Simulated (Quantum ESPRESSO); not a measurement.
**MnHg: magnetocrystalline anisotropy**

Wanted: the anisotropy energy of MnHg and its cost.

Program: Quantum ESPRESSO 7.5. Level of theory: PBEsol; plane waves with PseudoDojo 0.4.1 SR PBEsol standard potentials, then spin–orbit coupling on the fully relativistic files of the same set. Results are calculated unless marked as measured.

## 1. The structure

The structure is cubic, space group Pm-3m (No. 221). The conventional cell has a = 3.315 Å, b = 3.315 Å, c = 3.315 Å, α = 90.00°, β = 90.00°, γ = 90.00°. Nearest to Mn lie 8 Hg at 2.87 Å. Nearest to Hg lie 8 Mn at 2.87 Å. Farther neighbours are not listed.

The cell comes from the Crystallography Open Database.

The settings of this session are cheaper than careful work needs (see the inputs), so it shows what such settings give, not the properties of the crystal.

## 2. Collinear run on scalar-relativistic files

Input file pw.in:

```
&CONTROL
  calculation = 'scf'
  prefix = 'pwscf'
  outdir = './tmp'
  pseudo_dir = './pseudo'
  disk_io = 'low'
/
&SYSTEM
  ibrav = 0
  celldm(1) = 8
  nat = 2
  ntyp = 2
  ecutwfc = 72
  nbnd = 23
  occupations = 'smearing'
  smearing = 'fd'
  degauss = 0.00734986
  nspin = 2
  starting_magnetization(1) = 0.2333
  starting_magnetization(2) = 0
/
&ELECTRONS
  conv_thr = 4d-11
  electron_maxstep = 150
  mixing_beta = 0.3
/
ATOMIC_SPECIES
Mn     54.9380 Mn.upf
Hg    200.5920 Hg.upf
CELL_PARAMETERS alat
   0.7830552628918    0.0000000000000    0.0000000000000
   0.0000000000000    0.7830552628918    0.0000000000000
   0.0000000000000    0.0000000000000    0.7830552628918
ATOMIC_POSITIONS crystal
Mn      0.5000000000    0.5000000000    0.5000000000
Hg      0.0000000000    0.0000000000    0.0000000000
K_POINTS automatic
6 6 6 0 0 0
```

Launch:

```bash
$ OMP_NUM_THREADS=1 mpirun -n 4 pw.x -nk 4 -in pw.in > pw.out
```

Numbers of over 12 decimals in the logs are rounded to 6 here.

What it wrote:

```text
Program PWSCF v.7.5 starts

     Message from routine setup:
     using ibrav=0 with symmetry is DISCOURAGED, use correct ibrav instead

     K-points division:     npool     =       4
     Subspace diagonalization in iterative solution of the eigenvalue problem:

     G-vector sticks info
     --------------------
     sticks:   dense  smooth     PW     G-vecs:    dense   smooth      PW
     Sum         885     885    277                20341    20341    3407

     Using Slab Decomposition

     bravais-lattice index     =            0
     lattice parameter (alat)  =       8.0000  a.u.
     unit-cell volume          =     245.8370 (a.u.)^3
     number of atoms/cell      =            2
     number of atomic types    =            2
     number of electrons       =        35.00
     number of Kohn-Sham states=           23
     kinetic-energy cutoff     =      72.0000  Ry
     charge density cutoff     =     288.0000  Ry
     scf convergence threshold =      4.0E-11
     mixing beta               =       0.3000
     number of iterations used =            8  plain     mixing
     Exchange-correlation= PBESOL
                           (   1   4  10   8   0   0   0)

     celldm(1)=   8.000000  celldm(2)=   0.000000  celldm(3)=   0.000000
     celldm(4)=   0.000000  celldm(5)=   0.000000  celldm(6)=   0.000000

     crystal axes: (cart. coord. in units of alat)
               a(1) = (   0.783055   0.000000   0.000000 )
               a(2) = (   0.000000   0.783055   0.000000 )
               a(3) = (   0.000000   0.000000   0.783055 )

     reciprocal axes: (cart. coord. in units 2 pi/alat)
               b(1) = (  1.277049  0.000000  0.000000 )
               b(2) = (  0.000000  1.277049  0.000000 )
               b(3) = (  0.000000  0.000000  1.277049 )

     PseudoPot. # 1 for Mn read from file:
     Mn.upf
     Pseudo is Norm-conserving + core correction, Zval = 15.0
     Generated using ONCVPSP code by D. R. Hamann
     Using radial grid of 1448 points,  6 beta functions with:
                l(1) =   0
                l(2) =   0
                l(3) =   1
                l(4) =   1
                l(5) =   2
                l(6) =   2

     PseudoPot. # 2 for Hg read from file:
     Hg.upf
     Pseudo is Norm-conserving + core correction, Zval = 20.0
     Generated using ONCVPSP code by D. R. Hamann
     Using radial grid of 1246 points,  7 beta functions with:
                l(1) =   0
                l(2) =   0
                l(3) =   1
                l(4) =   1
                l(5) =   2
                l(6) =   2
                l(7) =   3

     atomic species   valence    mass     pseudopotential
     Mn               15.00    54.93800     Mn( 1.00)
     Hg               20.00   200.59200     Hg( 1.00)

     Starting magnetic structure
     atomic species   magnetization
     Mn              0.233
     Hg              0.000

     48 Sym. Ops., with inversion, found

   Cartesian axes

     site n.     atom                  positions (alat units)
         1        Mn     tau(   1) = (   0.3915276   0.3915276   0.3915276  )
         2        Hg     tau(   2) = (   0.0000000   0.0000000   0.0000000  )

     number of k points=    20  Fermi-Dirac smearing, width (Ry)=  0.0073
                       cart. coord. in units 2pi/alat
        k(    1) = (   0.0000000   0.0000000   0.0000000), wk =   0.0046296
        k(    2) = (   0.0000000   0.0000000   0.2128415), wk =   0.0277778
        k(    3) = (   0.0000000   0.0000000   0.4256830), wk =   0.0277778
        k(    4) = (   0.0000000   0.0000000  -0.6385245), wk =   0.0138889
        k(    5) = (   0.0000000   0.2128415   0.2128415), wk =   0.0555556
        [... 15 further k-points ...]

     Dense  grid:    20341 G-vectors     FFT dimensions: (  36,  36,  36)

     Generating pointlists ...
     new r_m :   0.2797 (alat units)  2.2379 (a.u.) for type    1
     new r_m :   0.2797 (alat units)  2.2379 (a.u.) for type    2

     Initial potential from superposition of free atoms

     starting charge      34.9995, renormalised to      35.0000
     Starting wfcs are   20 randomized atomic wfcs +    3 random wfcs

     Self-consistent Calculation

     iteration #  1     ecut=    72.00 Ry     beta= 0.30
     Davidson diagonalization with overlap
     ethr =  1.00E-02,  avg # of iterations =  3.1

     total energy              =    -550.45253041 Ry
     estimated scf accuracy    <       0.48109871 Ry

     total magnetization       =     3.33 Bohr mag/cell
     absolute magnetization    =     3.45 Bohr mag/cell

     iteration #  2     ecut=    72.00 Ry     beta= 0.30
     Davidson diagonalization with overlap
     ethr =  1.37E-03,  avg # of iterations =  2.1

     total energy              =    -550.57223035 Ry
     estimated scf accuracy    <       0.24512098 Ry

     total magnetization       =     3.73 Bohr mag/cell
     absolute magnetization    =     3.85 Bohr mag/cell

     iteration #  3     ecut=    72.00 Ry     beta= 0.30
     Davidson diagonalization with overlap
     ethr =  7.00E-04,  avg # of iterations =  1.9

     total energy              =    -550.60492983 Ry
     estimated scf accuracy    <       0.01295264 Ry

     total magnetization       =     3.68 Bohr mag/cell
     absolute magnetization    =     3.85 Bohr mag/cell

     [... further iterations left out ...]

     iteration # 12     ecut=    72.00 Ry     beta= 0.30
     Davidson diagonalization with overlap
     ethr =  2.43E-10,  avg # of iterations =  1.2

     total energy              =    -550.61181572 Ry
     estimated scf accuracy    <       0.00000003 Ry

     total magnetization       =     3.93 Bohr mag/cell
     absolute magnetization    =     4.16 Bohr mag/cell

     iteration # 13     ecut=    72.00 Ry     beta= 0.30
     Davidson diagonalization with overlap
     ethr =  8.29E-11,  avg # of iterations =  2.0

     total energy              =    -550.61181572 Ry
     estimated scf accuracy    <          6.8E-11 Ry

     total magnetization       =     3.93 Bohr mag/cell
     absolute magnetization    =     4.16 Bohr mag/cell

     iteration # 14     ecut=    72.00 Ry     beta= 0.30
     Davidson diagonalization with overlap
     ethr =  1.94E-13,  avg # of iterations =  2.5

     total energy              =    -550.61181572 Ry
     estimated scf accuracy    <          1.2E-10 Ry

     total magnetization       =     3.93 Bohr mag/cell
     absolute magnetization    =     4.16 Bohr mag/cell

     iteration # 15     ecut=    72.00 Ry     beta= 0.30
     Davidson diagonalization with overlap
     ethr =  1.94E-13,  avg # of iterations =  1.5

     Magnetic moment per site  (integrated on atomic sphere of radius R)
     atom   1 (R=0.280)  charge= 13.7068  magn=  3.8902
     atom   2 (R=0.280)  charge= 18.1647  magn= -0.0216

     End of self-consistent calculation

     [... lines left out ...]
     the Fermi energy is    16.1221 ev

!    total energy              =    -550.61181572 Ry
     estimated scf accuracy    <          3.3E-11 Ry
     smearing contrib. (-TS)   =      -0.00372937 Ry
     internal energy E=F+TS    =    -550.60808635 Ry

     The total energy is F=E-TS. E is the sum of the following terms:
     one-electron contribution =    -227.54555607 Ry
     hartree contribution      =     128.04227274 Ry
     xc contribution           =     -91.22079906 Ry
     ewald contribution        =    -359.88400397 Ry

     total magnetization       =     3.93 Bohr mag/cell
     absolute magnetization    =     4.16 Bohr mag/cell

     convergence has been achieved in  15 iterations

=------------------------------------------------------------------------------=
   JOB DONE.
=------------------------------------------------------------------------------=
```

The job ended after 11 s (4 MPI ranks of Arm Neoverse V2, shared host; peak memory 0.28 GiB).

Spin moment in the atom's sphere by atom:

| atom | spin moment in the atom's sphere (μB) |
| --- | --- |
| Mn1 | 3.89 |
| Hg2 | -0.02 |

Numbers from this step:

```
smearing term TS       : 0.05074 eV
magnetization          : 3.931 μB
absolute magnetization : 4.16 μB
final state            : ferromagnetic
```

## 3. One pass along [001] on 4×4×4

Each pass runs in a folder of its own that holds a copy of a collinear save from that input. The collinear spin density is turned to the axis, and its potential is diagonalised once with spin–orbit coupling on fully relativistic PseudoDojo files; the sums over occupied states, with the smearing term, are then compared.

Input file pass.in:

```
&CONTROL
  calculation = 'nscf'
  prefix = 'pwscf'
  outdir = './tmp'
  pseudo_dir = './pseudo_fr'
  disk_io = 'nowf'
/
&SYSTEM
  ibrav = 0
  celldm(1) = 8
  nat = 2
  ntyp = 2
  ecutwfc = 72
  nbnd = 44
  occupations = 'smearing'
  smearing = 'fd'
  degauss = 0.00734986
  noncolin = .true.
  lspinorb = .true.
  lforcet = .true.
  starting_magnetization(1) = 0.2333
  angle1(1) = 0
  angle2(1) = 0
  starting_magnetization(2) = 0
  angle1(2) = 0
  angle2(2) = 0
/
&ELECTRONS
  conv_thr = 4d-11
  electron_maxstep = 150
  mixing_beta = 0.3
  startingpot = 'file'
  startingwfc = 'random'
  diago_thr_init = 1d-09
  diago_full_acc = .true.
/
ATOMIC_SPECIES
Mn     54.9380 Mn.upf
Hg    200.5920 Hg.upf
CELL_PARAMETERS alat
   0.7830552628918    0.0000000000000    0.0000000000000
   0.0000000000000    0.7830552628918    0.0000000000000
   0.0000000000000    0.0000000000000    0.7830552628918
ATOMIC_POSITIONS crystal
Mn      0.5000000000    0.5000000000    0.5000000000
Hg      0.0000000000    0.0000000000    0.0000000000
K_POINTS automatic
4 4 4 0 0 0
```

Launch:

```bash
$ OMP_NUM_THREADS=1 mpirun -n 4 pw.x -nk 4 -in pass.in > pass.out
```

What it wrote:

```text
[banner, memory and clock lines left out]
Program PWSCF v.7.5 starts

     Fixed quantization axis for GGA:     0.000000    0.000000    1.000000
     Message from routine setup:
     using ibrav=0 with symmetry is DISCOURAGED, use correct ibrav instead

     bravais-lattice index     =            0
     lattice parameter (alat)  =       8.0000  a.u.
     unit-cell volume          =     245.8370 (a.u.)^3
     number of atoms/cell      =            2
     number of atomic types    =            2
     number of electrons       =        35.00
     number of Kohn-Sham states=           44
     kinetic-energy cutoff     =      72.0000  Ry
     charge density cutoff     =     288.0000  Ry
     Exchange-correlation= PBESOL
                           (   1   4  10   8   0   0   0)
     Noncollinear calculation with spin-orbit

     [... lines left out ...]
     PseudoPot. # 1 for Mn read from file:
     Mn.upf
     Pseudo is Norm-conserving + core correction, Zval = 15.0

     PseudoPot. # 2 for Hg read from file:
     Hg.upf
     Pseudo is Norm-conserving + core correction, Zval = 20.0

     atomic species   valence    mass     pseudopotential
     Mn               15.00    54.93800     Mn( 1.00)
     Hg               20.00   200.59200     Hg( 1.00)

     16 Sym. Ops., with inversion, found

   Cartesian axes

     site n.     atom                  positions (alat units)
         1        Mn     tau(   1) = (   0.3915276   0.3915276   0.3915276  )
         2        Hg     tau(   2) = (   0.0000000   0.0000000   0.0000000  )

     number of k points=    18  Fermi-Dirac smearing, width (Ry)=  0.0073

     Dense  grid:    20341 G-vectors     FFT dimensions: (  36,  36,  36)

     Generating pointlists ...
     new r_m :   0.2797 (alat units)  2.2379 (a.u.) for type    1
     new r_m :   0.2797 (alat units)  2.2379 (a.u.) for type    2
     Message from routine read_rhog:
     some spin components not found

 -----------
Spin angles Theta, Phi (degree) =   0.0000  0.0000
 -----------

     The potential is recalculated from file :
     [... lines left out ...]
     Starting wfcs are random

     Band Structure Calculation
     Davidson diagonalization with overlap

     ethr =  1.00E-09,  avg # of iterations = 36.9

     End of band structure calculation

------
 eband, Ef (eV) =   -606.019126        16.099318
------
     [... lines left out ...]
     the Fermi energy is    16.0993 ev
     (compare with:    16.1221 eV, computed in scf)
```

The job ended after 16 s (4 MPI ranks; peak memory 0.31 GiB; 66 s of CPU time).

## 4. One pass along [111] on 4×4×4

pass.in, as its differences from that of step 3:

```diff
@@ -21,7 +21,7 @@
   starting_magnetization(1) = 0.2333
-  angle1(1) = 0
-  angle2(1) = 0
+  angle1(1) = 54.7356
+  angle2(1) = 45
   starting_magnetization(2) = 0
-  angle1(2) = 0
-  angle2(2) = 0
+  angle1(2) = 54.7356
+  angle2(2) = 45
 /
```

What it wrote:

```text
     [... lines left out ...]
Program PWSCF v.7.5 starts
     [... lines left out ...]
     number of atoms/cell      =            2
     [... lines left out ...]
     number of electrons       =        35.00
     number of Kohn-Sham states=           44
     kinetic-energy cutoff     =      72.0000  Ry
     charge density cutoff     =     288.0000  Ry
     [... lines left out ...]
     Noncollinear calculation with spin-orbit
     [... lines left out ...]
     12 Sym. Ops., with inversion, found
     [... lines left out ...]
     number of k points=    13  Fermi-Dirac smearing, width (Ry)=  0.0073
     [... lines left out ...]
Spin angles Theta, Phi (degree) =  54.7356 45.0000
     [... lines left out ...]
 eband, Ef (eV) =   -606.019260        16.099337
     [... lines left out ...]
     the Fermi energy is    16.0993 ev
     (compare with:    16.1221 eV, computed in scf)
```

Elapsed: 13 s, on 4 MPI ranks; peak memory 0.31 GiB; 50 s of CPU time.

## 5. One pass along [110] on 4×4×4

pass.in, as its differences from that of step 4:

```diff
@@ -21,6 +21,6 @@
   starting_magnetization(1) = 0.2333
-  angle1(1) = 54.7356
+  angle1(1) = 90
   angle2(1) = 45
   starting_magnetization(2) = 0
-  angle1(2) = 54.7356
+  angle1(2) = 90
   angle2(2) = 45
```

What it wrote:

```text
     [... lines left out ...]
Program PWSCF v.7.5 starts
     [... lines left out ...]
     number of atoms/cell      =            2
     [... lines left out ...]
     number of electrons       =        35.00
     number of Kohn-Sham states=           44
     kinetic-energy cutoff     =      72.0000  Ry
     charge density cutoff     =     288.0000  Ry
     [... lines left out ...]
     Noncollinear calculation with spin-orbit
     [... lines left out ...]
      8 Sym. Ops., with inversion, found
     [... lines left out ...]
     number of k points=    21  Fermi-Dirac smearing, width (Ry)=  0.0073
     [... lines left out ...]
Spin angles Theta, Phi (degree) =  90.0000 45.0000
     [... lines left out ...]
 eband, Ef (eV) =   -606.019229        16.099338
     [... lines left out ...]
     the Fermi energy is    16.0993 ev
     (compare with:    16.1221 eV, computed in scf)
```

Wall time 19 s (4 MPI ranks); peak memory 0.31 GiB.

## 6. One pass along [001] on 6×6×6

pass.in, as its differences from that of step 5:

```diff
@@ -21,7 +21,7 @@
   starting_magnetization(1) = 0.2333
-  angle1(1) = 90
-  angle2(1) = 45
+  angle1(1) = 0
+  angle2(1) = 0
   starting_magnetization(2) = 0
-  angle1(2) = 90
-  angle2(2) = 45
+  angle1(2) = 0
+  angle2(2) = 0
 /
@@ -47,2 +47,2 @@
 K_POINTS automatic
-4 4 4 0 0 0
+6 6 6 0 0 0
```

What it wrote:

```text
     [... lines left out ...]
Program PWSCF v.7.5 starts
     [... lines left out ...]
     number of atoms/cell      =            2
     [... lines left out ...]
     number of electrons       =        35.00
     number of Kohn-Sham states=           44
     kinetic-energy cutoff     =      72.0000  Ry
     charge density cutoff     =     288.0000  Ry
     [... lines left out ...]
     Noncollinear calculation with spin-orbit
     [... lines left out ...]
     16 Sym. Ops., with inversion, found
     [... lines left out ...]
     number of k points=    40  Fermi-Dirac smearing, width (Ry)=  0.0073
     [... lines left out ...]
Spin angles Theta, Phi (degree) =   0.0000  0.0000
     [... lines left out ...]
 eband, Ef (eV) =   -606.019013        16.123333
     [... lines left out ...]
     the Fermi energy is    16.1233 ev
     (compare with:    16.1221 eV, computed in scf)
```

Elapsed: 31 s, on 4 MPI ranks; peak memory 0.31 GiB; 2.1 min of CPU time.

## 7. One pass along [111] on 6×6×6

pass.in, as its differences from that of step 6:

```diff
@@ -21,7 +21,7 @@
   starting_magnetization(1) = 0.2333
-  angle1(1) = 0
-  angle2(1) = 0
+  angle1(1) = 54.7356
+  angle2(1) = 45
   starting_magnetization(2) = 0
-  angle1(2) = 0
-  angle2(2) = 0
+  angle1(2) = 54.7356
+  angle2(2) = 45
 /
```

What it wrote:

```text
     [... lines left out ...]
Program PWSCF v.7.5 starts
     [... lines left out ...]
     number of atoms/cell      =            2
     [... lines left out ...]
     number of electrons       =        35.00
     number of Kohn-Sham states=           44
     kinetic-energy cutoff     =      72.0000  Ry
     charge density cutoff     =     288.0000  Ry
     [... lines left out ...]
     Noncollinear calculation with spin-orbit
     [... lines left out ...]
     12 Sym. Ops., with inversion, found
     [... lines left out ...]
     number of k points=    32  Fermi-Dirac smearing, width (Ry)=  0.0073
     [... lines left out ...]
Spin angles Theta, Phi (degree) =  54.7356 45.0000
     [... lines left out ...]
 eband, Ef (eV) =   -606.018938        16.123411
     [... lines left out ...]
     the Fermi energy is    16.1234 ev
     (compare with:    16.1221 eV, computed in scf)
```

The job ended after 25 s (4 MPI ranks; peak memory 0.31 GiB; 1.7 min of CPU time).

## 8. One pass along [110] on 6×6×6

pass.in, as its differences from that of step 7:

```diff
@@ -21,6 +21,6 @@
   starting_magnetization(1) = 0.2333
-  angle1(1) = 54.7356
+  angle1(1) = 90
   angle2(1) = 45
   starting_magnetization(2) = 0
-  angle1(2) = 54.7356
+  angle1(2) = 90
   angle2(2) = 45
```

What it wrote:

```text
     [... lines left out ...]
Program PWSCF v.7.5 starts
     [... lines left out ...]
     number of atoms/cell      =            2
     [... lines left out ...]
     number of electrons       =        35.00
     number of Kohn-Sham states=           44
     kinetic-energy cutoff     =      72.0000  Ry
     charge density cutoff     =     288.0000  Ry
     [... lines left out ...]
     Noncollinear calculation with spin-orbit
     [... lines left out ...]
      8 Sym. Ops., with inversion, found
     [... lines left out ...]
     number of k points=    52  Fermi-Dirac smearing, width (Ry)=  0.0073
     [... lines left out ...]
Spin angles Theta, Phi (degree) =  90.0000 45.0000
     [... lines left out ...]
 eband, Ef (eV) =   -606.018958        16.123393
     [... lines left out ...]
     the Fermi energy is    16.1234 ev
     (compare with:    16.1221 eV, computed in scf)
```

Wall time 40 s (4 MPI ranks); peak memory 0.31 GiB; 2.6 min of CPU time.

(Continued in part 2 of 2.)

[Logs and program files are shortened in this print: banners, set-up blocks, solver, clock and traceback lines can be left out without a mark of their own.]

[Logs are printed without paths, hosts, clocks, repeated set-up lines and the standing remarks that a program may print on its own settings, such as how far it seeks lower states.]

[Hosts, paths, dates, database ids (printed as entryN), source tags and the programs' standing remarks are cut or masked in the printed files.]

[Where a cell is said to come from a database of computed structures, the database is the Materials Project.]
